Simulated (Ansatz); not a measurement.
# (SrO)3(LiCl)1 [001] superlattice, started as rocksalt type: a soft mode frozen in, part 3 of 3

Aim: this structure of (SrO)3(LiCl)1 [001] superlattice, started as rocksalt type is to be tested for unstable modes, and one is followed downhill.

Ansatz 0.2.0; DFT PBE, scalar-relativistic, plane waves, PAW.

So far. Step 5 (Energy along the mode, all amplitudes (two of the runs …): The lowest of the steps tried is the last one, at 0.6 Å, 28.4 meV/atom below the parent; the bottom of the well need not coincide with a step. Step 7 (The new phase in its own primitive cell): The largest force component left is 0.91 meV/Å and the pressure is 0.002 GPa, within the tolerances set. The cell now holds 18.52 Å³/atom.

The structure was built from a prototype and need not be the compound's stable phase.

### 8. Modes of the new phase, k-mesh 6×6×2

A relaxed structure may still be a saddle point, so its zone-centre modes are computed. The response to a homogeneous field gives the Born charges and the dielectric tensor, and its change with displacement the Raman tensors.

Input file input.yaml:

```yaml
crystal:
  lattice:
    - [3.6028024724, 0.0, 0.0]
    - [0.0, 3.6028024724, 0.0]
    - [0.0, 0.0, 11.4134365935]
  atoms:
    - { symbol: Cl, position: [0.0, 0.0, 0.7556455656] }
    - { symbol: Li, position: [0.5, 0.5, 0.827073506] }
    - { symbol: O, position: [0.5, 0.5, 0.9938977438] }
    - { symbol: O, position: [0.0, 0.0, 0.2341837448] }
    - { symbol: O, position: [0.5, 0.5, 0.4609736297] }
    - { symbol: Sr, position: [0.0, 0.0, 0.0163679925] }
    - { symbol: Sr, position: [0.5, 0.5, 0.2491159678] }
    - { symbol: Sr, position: [0.0, 0.0, 0.4863486561] }
kpoints:
  mp_grid: { grid: [6, 6, 2] }
hamiltonian:
  xc: pbe
scf:
  occupations: { method: fixed }
output:
  eigenvalues: true
phonons:
  method: dfpt
  dielectric: true
  rigid_motions: translations
  raman: true
```

Started as:

```bash
$ ansatz run input.yaml --threads 8 --pin off --max-ram 14336MiB --backend cpu --events-out ev --progress --plain --runs-dir out
```

Numbers of over 12 decimals in the logs are rounded to 6 here.

What it wrote:

```text
[...]
Crystal: 8 atoms, lattice volume = 148.149 Å³
Basis set: ecut = 420 eV, 2863 PW (Γ), exchange–correlation on 50×50×160 points (8 copies of the dense FFT grid, shifted against one another)
Bands: 37, of which v1, the nominal top of the filled ones, is band 29 counted from 1 (28 counted from 0)
Symmetry: 8 space group operations
k-points: 32 of 72 (irreducible under 2 space group operations, time reversal used)
[...]
SCF iter   1: F=—  HF=-13631.544743 eV  |F-HF|=—  |Δ(HF+E_count)|=         —  Δρ=1.22e-3  dr2=7.96e-3  ethr=1.77e-3  ⟨swp⟩=6.0  Hψ=5324  notcnv=0  defer=163
[...]
SCF iter  12: F=-13631.544825 eV  HF=-13631.544825 eV  |F-HF|=3.27e-11  |Δ(HF+E_count)|=  6.73e-11  Δρ=1.86e-7  dr2=4.31e-11  ethr=1.00e-12  ⟨swp⟩=18.6  Hψ=9568  notcnv=0
SCF 1 converged in 12 iterations: F = -13631.544825 eV  dr2 = 4.31e-11
[...]
Bands: 30, of which v1, the nominal top of the filled ones, is band 29 counted from 1 (28 counted from 0)
k-points: 20 of 256 (time reversal used)
[...]
Eigensolver: Dense (20 Hₖ)
SCF iter   1: F=—  HF=-13631.460369 eV  |F-HF|=—  |Δ(HF+E_count)|=         —  Δρ=4.68e-4  dr2=8.18e-5  ethr=1.00e-1
[...]
SCF iter   9: F=-13631.460432 eV  HF=-13631.460432 eV  |F-HF|=1.09e-11  |Δ(HF+E_count)|=  1.09e-11  Δρ=8.56e-8  dr2=8.49e-12  ethr=1.00e-12
SCF 1 converged in 9 iterations: F = -13631.460432 eV  dr2 = 8.49e-12
[...]
SCF converged after 12 iterations
Free energy (F): -13631.544825 eV
[...]
Internal energy: -13631.544825 eV  (E = F + TS)
E sigma→0 (E₀):  -13631.544825 eV
Fermi energy:    6.036949 eV
[...]
--- Band table (eV; the first three rows and the last of 32) ---
  k-point 0: bands = [... 25 lower, 5.8652, 5.8652, 6.0369, 6.0369, 9.4891, 9.6240, 10.3513, 11.1002, ... 4 higher]
  k-point 1: bands = [... 25 lower, 5.8649, 5.8649, 6.0366, 6.0366, 9.6385, 10.0043, 10.3022, 10.3777, ... 4 higher]
  k-point 2: bands = [... 25 lower, 5.4839, 5.5975, 5.7411, 5.7864, 10.0981, 10.3216, 10.9692, 11.4772, ... 4 higher]
  k-point 31: bands = [... 25 lower, 5.5688, 5.6907, 5.6907, 5.7355, 10.1611, 10.1611, 10.8810, 10.8810, ... 4 higher]
[...]
ASR residual: 8.196e-4 → 0.000e0 eV/Å²; symmetrization residual: 1.418e-6 eV/Å²
[...]
ε∞ (high-frequency dielectric tensor):
        3.456487     0.000000     0.000000
        0.000000     3.456487     0.000000
        0.000000     0.000000     3.309702
  ε⁰ (static dielectric tensor: ions relaxed, cell fixed):
       22.256984     0.000000     0.000000
        0.000000    22.256984    -0.000000
        0.000000    -0.000000     9.692888
  ε⁰ − ε∞ (ionic part):
       18.800497     0.000000     0.000000
        0.000000    18.800497    -0.000000
        0.000000    -0.000000     6.383186
[...]
Born effective charges Z* (e; rows j = field, columns β = displacement):
    site 0:
        -1.10716    0.00000    0.00000
         0.00000   -1.10716    0.00000
         0.00000    0.00000   -1.53540
    site 1:
         1.15886    0.00000   -0.00000
         0.00000    1.15886    0.00000
         0.00000    0.00000    1.01627
    site 2:
        -2.49308    0.00000   -0.00000
         0.00000   -2.49308    0.00000
         0.00000    0.00000   -1.87884
    site 3:
        -2.42812    0.00000    0.00000
         0.00000   -2.42812    0.00000
         0.00000    0.00000   -2.00139
    site 4:
        -2.52622    0.00000    0.00000
         0.00000   -2.52622    0.00000
         0.00000    0.00000   -1.96064
    site 5:
         2.43902    0.00000    0.00000
         0.00000    2.43902    0.00000
        -0.00000    0.00000    2.19254
    site 6:
         2.43062    0.00000   -0.00000
         0.00000    2.43062    0.00000
        -0.00000    0.00000    1.97150
    site 7:
         2.52607    0.00000   -0.00000
         0.00000    2.52607    0.00000
        -0.00000    0.00000    2.19596
  Z* charge neutrality: 1.485e-2 e pre-enforcement
[...]
optical modes at Γ without the LO–TO term, one row a degenerate level:
      ω (cm⁻¹)  modes    IR ((D/Å)²/amu)  static Raman (Å⁴/amu)  depolarisation
         50.94      2             2.6142                 0.0152           0.750
         65.49      2             0.9009                 0.0342           0.750
         98.57      1             1.5329                 4.0305           0.019
        104.41      2             0.2168                 0.0966           0.750
        147.44      1             0.0249                 0.2415           0.052
        189.49      2             0.2499                 1.4120           0.750
        189.55      1             4.5756                 0.8693           0.680
        199.47      2            27.5731                 4.7847           0.750
        246.22      2            28.7346                 1.0926           0.750
        256.48      2            13.1732                 0.1499           0.750
        288.30      1             0.3631                 0.7749           0.114
        333.62      1            15.0690                11.8831           0.011
        369.70      1             1.0646                 4.6118           0.750
        490.88      1             2.3062                18.1400           0.113
  optical modes at Γ + LO–TO along q̂ = [1.0000, 0.0000, 0.0000]:
      ω (cm⁻¹)  modes    IR ((D/Å)²/amu)  static Raman (Å⁴/amu)  depolarisation
         50.94      1             1.3071                 0.0076           0.750
         58.72      1             0.0235                 0.0811           0.750
         65.49      1             0.4505                 0.0171           0.750
         71.82      1             0.0705                 0.0349           0.750
         98.57      1             1.5329                 4.0305           0.019
        104.41      1             0.1084                 0.0483           0.750
        104.97      1             0.0075                 0.1029           0.750
        147.44      1             0.0249                 0.2415           0.052
        189.49      1             0.1250                 0.7060           0.750
        189.55      1             4.5756                 0.8693           0.680
        189.56      1             0.0003                 0.5087           0.750
        199.47      1            13.7865                 2.3923           0.750
        218.96      1             0.1807                 0.8337           0.750
        246.22      1            14.3673                 0.5463           0.750
        253.49      1             0.0146                 0.5308           0.750
        256.48      1             6.5866                 0.0750           0.750
        288.30      1             0.3631                 0.7749           0.114
        333.62      1            15.0690                11.8831           0.011
        369.70      1             1.0646                 4.6118           0.750
        452.90      1            36.4343                 0.2828           0.750
        490.88      1             2.3062                18.1400           0.113
  optical modes at Γ + LO–TO along q̂ = [0.0000, 1.0000, 0.0000]:
      ω (cm⁻¹)  modes    IR ((D/Å)²/amu)  static Raman (Å⁴/amu)  depolarisation
         50.94      1             1.3071                 0.0076           0.750
         58.72      1             0.0235                 0.0811           0.750
         65.49      1             0.4505                 0.0171           0.750
         71.82      1             0.0705                 0.0349           0.750
         98.57      1             1.5329                 4.0305           0.019
[...]
optical modes at Γ + LO–TO along q̂ = [0.0000, 0.0000, 1.0000]:
      ω (cm⁻¹)  modes    IR ((D/Å)²/amu)  static Raman (Å⁴/amu)  depolarisation
[...]
104.41      2             0.2168                 0.0966           0.750
        110.74      1             0.2145                 4.8522           0.004
        147.58      1             0.0034                 0.3210           0.027
        189.49      2             0.2499                 1.4120           0.750
        199.47      2            27.5731                 4.7847           0.750
        214.64      1             1.0640                 3.2060           0.119
        246.22      2            28.7346                 1.0926           0.750
        256.48      2            13.1732                 0.1499           0.750
        289.21      1             0.0394                 1.7061           0.036
        366.60      1             0.2259                 5.6490           0.561
        429.72      1            12.3397                 1.0913           0.277
        514.88      1            11.0494                23.3630           0.103
```

The job ended after 68 s (8 threads of Intel Xeon 6975P-C (Granite Rapids), shared host; peak memory 3 GiB; 8.2 min of CPU time).

This step gave:

```yaml
sum_rule_residual_before_enforcement: 8.20e-4 eV/Å²
miss_of_the_charge_sum_rule: 0.01485 e
estimated_error_of_the_dielectric_tensor: 0.01608
estimated_error_of_the_born_charges: 0.01392 e
point_group: 4mm
highest_optical_mode_at_the_zone_centre_no_lo_to_term: 490.9 cm⁻¹
lowest_optical_zone_centre_mode: 50.94 cm⁻¹
mean_high_frequency_dielectric_constant: 3.408
largest_born_charge_third_of_the_trace: 2.416 e
mean_static_dielectric_constant: 18.07
top_of_the_zone_centre_spectrum_with_the_field: 514.9 cm⁻¹
```

Without the LO-TO term. Patterns of degenerate modes are one choice out of their space. Modes at Γ, with each element's share of the kinetic energy:

| mode | frequency (cm⁻¹) | symmetry | Cl % | Li % | O % | Sr % |
| --- | --- | --- | --- | --- | --- | --- |
| 1 | 0.0 | acoustic | 10 | 2 | 14 | 74 |
| 2 | 0.0 | acoustic | 10 | 2 | 14 | 74 |
| 3 | 0.0 | acoustic | 10 | 2 | 14 | 74 |
| 4 | 50.9 | E | 85 | 0 | 2 | 13 |
| 5 | 50.9 | E | 85 | 0 | 2 | 13 |
| 6 | 65.5 | E | 5 | 5 | 10 | 81 |
| 7 | 65.5 | E | 5 | 5 | 10 | 81 |
| 8 | 98.6 | A1 | 10 | 2 | 14 | 73 |
| 9 | 104.4 | E | 0 | 2 | 7 | 91 |
| 10 | 104.4 | E | 0 | 2 | 7 | 91 |
| 11 | 147.4 | A1 | 12 | 2 | 10 | 76 |
| 12 | 189.5 | not assigned | 0 | 68 | 15 | 17 |
| 13 | 189.5 | not assigned | 0 | 68 | 15 | 17 |
| 14 | 189.6 | not assigned | 56 | 0 | 4 | 40 |
| 15 | 199.5 | E | 0 | 1 | 88 | 11 |
| 16 | 199.5 | E | 0 | 1 | 88 | 11 |
| 17 | 246.2 | E | 0 | 3 | 88 | 9 |
| 18 | 246.2 | E | 0 | 3 | 88 | 9 |
| 19 | 256.5 | E | 0 | 19 | 78 | 3 |
| 20 | 256.5 | E | 0 | 19 | 78 | 3 |
| 21 | 288.3 | A1 | 7 | 20 | 62 | 11 |
| 22 | 333.6 | A1 | 4 | 5 | 77 | 15 |
| 23 | 369.7 | A1 | 0 | 10 | 81 | 9 |
| 24 | 490.9 | A1 | 1 | 59 | 38 | 2 |

Displacements in mode 4 (50.9 cm⁻¹), the largest set to 1:
```
Cl1  1.00 -0.01  0.00
Li2 -0.09  0.00  0.00
O3   0.06  0.00  0.00
O4  -0.13  0.00  0.00
O5  -0.16  0.00  0.00
Sr6  0.00  0.00  0.00
Sr7 -0.14  0.00  0.00
Sr8 -0.21  0.00  0.00
```

Displacements in mode 14 (189.6 cm⁻¹), the largest set to 1:
```
Cl1  0.00  0.00  1.00
Li2  0.00  0.00  0.09
O3   0.00  0.00 -0.07
O4   0.00  0.00  0.24
O5   0.00  0.00  0.32
Sr6  0.00  0.00 -0.51
Sr7  0.00  0.00  0.12
Sr8  0.00  0.00 -0.11
```

Optical modes at the zone centre, without and with the macroscopic field of the longitudinal modes; each column is sorted by frequency, so a row need not hold one and the same mode. Modes with and without the field, by row:

| rank among optical modes | no field (cm⁻¹) | q along (1, 0, 0) (cm⁻¹) | q along (0, 0, 1) (cm⁻¹) |
| --- | --- | --- | --- |
| 1 | 50.9 | 50.9 | 50.9 |
| 2 | 50.9 | 58.7 | 50.9 |
| 3 | 65.5 | 65.5 | 65.5 |
| 4 | 65.5 | 71.8 | 65.5 |
| 5 | 98.6 | 98.6 | 104.4 |
| 6 | 104.4 | 104.4 | 104.4 |
| 7 | 104.4 | 105 | 110.7 |
| 8 | 147.4 | 147.4 | 147.6 |
| 9 | 189.5 | 189.5 | 189.5 |
| 10 | 189.5 | 189.6 | 189.5 |
| 11 | 189.6 | 189.6 | 199.5 |
| 12 | 199.5 | 199.5 | 199.5 |
| 13 | 199.5 | 219 | 214.6 |
| 14 | 246.2 | 246.2 | 246.2 |
| 15 | 246.2 | 253.5 | 246.2 |
| 16 | 256.5 | 256.5 | 256.5 |
| 17 | 256.5 | 288.3 | 256.5 |
| 18 | 288.3 | 333.6 | 289.2 |
| 19 | 333.6 | 369.7 | 366.6 |
| 20 | 369.7 | 452.9 | 429.7 |
| 21 | 490.9 | 490.9 | 514.9 |

Born charge (rows field, columns displacement) (e), principal values of the symmetric part by kind of site:

| atom | atoms with these values | low | middle | high | mean |
| --- | --- | --- | --- | --- | --- |
| Cl1 | 1 | -1.54 | -1.11 | -1.11 | -1.25 |
| Li2 | 1 | 1.02 | 1.16 | 1.16 | 1.11 |
| O3 | 1 | -2.49 | -2.49 | -1.88 | -2.29 |
| O4 | 1 | -2.43 | -2.43 | -2.00 | -2.29 |
| O5 | 1 | -2.53 | -2.53 | -1.96 | -2.34 |
| Sr6 | 1 | 2.19 | 2.44 | 2.44 | 2.36 |
| Sr7 | 1 | 1.97 | 2.43 | 2.43 | 2.28 |
| Sr8 | 1 | 2.20 | 2.53 | 2.53 | 2.42 |

In full for Sr6:

```
2.44 0.00 0.00
0.00 2.44 0.00
0.00 0.00 2.19
```

High-frequency dielectric tensor:

```
3.46 0.00 0.00
0.00 3.46 0.00
0.00 0.00 3.31
```

Static dielectric tensor (ions relaxed, fixed cell):

```
22.26  0.00  0.00
 0.00 22.26  0.00
 0.00  0.00  9.69
```

Transverse modes. Lines of the infrared spectrum (strongest = 100):

| position (cm⁻¹) | lines merged | relative intensity |
| --- | --- | --- |
| 51 | 1 | 9.1 |
| 66 | 1 | 3.1 |
| 99 | 1 | 5.3 |
| 104 | 1 | 0.8 |
| 147 | 1 | 0.1 |
| 190 | 2 | 17 |
| 200 | 1 | 96 |
| 246 | 1 | 100 |
| 256 | 1 | 46 |
| 288 | 1 | 1.3 |
| 334 | 1 | 52 |
| 370 | 1 | 3.7 |
| 491 | 1 | 8.0 |

Activity x (w_L - w)^4 (n + 1)/w, 532 nm, 300 K; modes without the macroscopic field alone. Lines of the Raman spectrum (strongest = 100):

| position (cm⁻¹) | lines merged | relative intensity |
| --- | --- | --- |
| 51 | 1 | 1.3 |
| 66 | 1 | 1.8 |
| 99 | 1 | 100 |
| 104 | 1 | 2.2 |
| 147 | 1 | 3.0 |
| 190 | 2 | 18 |
| 200 | 1 | 35 |
| 246 | 1 | 5.7 |
| 256 | 1 | 0.7 |
| 288 | 1 | 3.2 |
| 334 | 1 | 39 |
| 370 | 1 | 13 |
| 491 | 1 | 35 |

Before it was imposed, the acoustic sum rule was missed by 8.2e-4 eV/Å² and the charge sum rule by 0.015 e. Small misses are needed for a sound result but don't prove that mesh and cutoff are converged. The lowest optical mode is real, 50.9 cm⁻¹.

### 9. The phases reached

The phases reached along the modes that were followed are set side by side.

Energies are those of the first relaxation, on the mesh of the frozen mode; space group, volume and gap are those of the last relaxation. Phases, by row:

| mode frozen in | space group | energy from parent (meV/atom) | volume (Å³/atom) | gap on mesh (eV) | lowest zone-centre optical mode (cm⁻¹) | largest shift (Å) |
| --- | --- | --- | --- | --- | --- | --- |
| parent | P4/mmm | 0 | 18.28 | 3.086 | – | – |
| q = (0, 0, 0), 210i cm⁻¹ | P4mm | -45.87 | 18.52 | 3.452 | 50.9 | 0.846 |

### 10. Summary of results

```json
{
  "unstable mode of the parent": "q = (0, 0, 0), 210i cm⁻¹",
  "depth at the lowest point sampled": "28.4 meV/atom",
  "largest atomic shift at that point": "0.6 Å",
  "space group reached (within 0.01 Å)": "P4mm",
  "energy gained over the parent (first relaxation, on the mesh of the frozen mode)": "45.9 meV/atom",
  "volume per atom, phase reached": "18.5 Å³",
  "gap on the k-mesh, phase reached": "3.45 eV",
  "lowest optical zone-centre mode, phase reached": "50.9 cm⁻¹",
  "highest optical mode at the zone centre (no LO-TO term), phase reached": "491 cm⁻¹"
}
```

**Reading.** Along this mode the structure falls into P4mm, 45.9 meV/atom below the parent. At the parent's cell the well is 28.42 meV/atom deep on the steps tried, with its lowest point at a shift of 0.6 Å. That is the last step tried, so the steps alone don't bracket the bottom of the well. Relaxing atoms and cell changes the gain by +17.45 meV/atom against the lowest step (energies at zero smearing). The new phase has no imaginary mode at the zone centre of its cell; other wavevectors were not checked. Each path keeps the symmetry of its pattern, so a lower phase may lie along a pattern not tried. The starting cell was built on a prototype and not taken from a measurement, so the phase need not exist.

[Logs are printed without paths, hosts, clocks, repeated set-up lines and the standing remarks that a program may print on its own settings, such as how far it seeks lower states.]

[Hosts, paths, dates, database ids (printed as entryN), source tags and the programs' standing remarks are cut or masked in the printed files.]
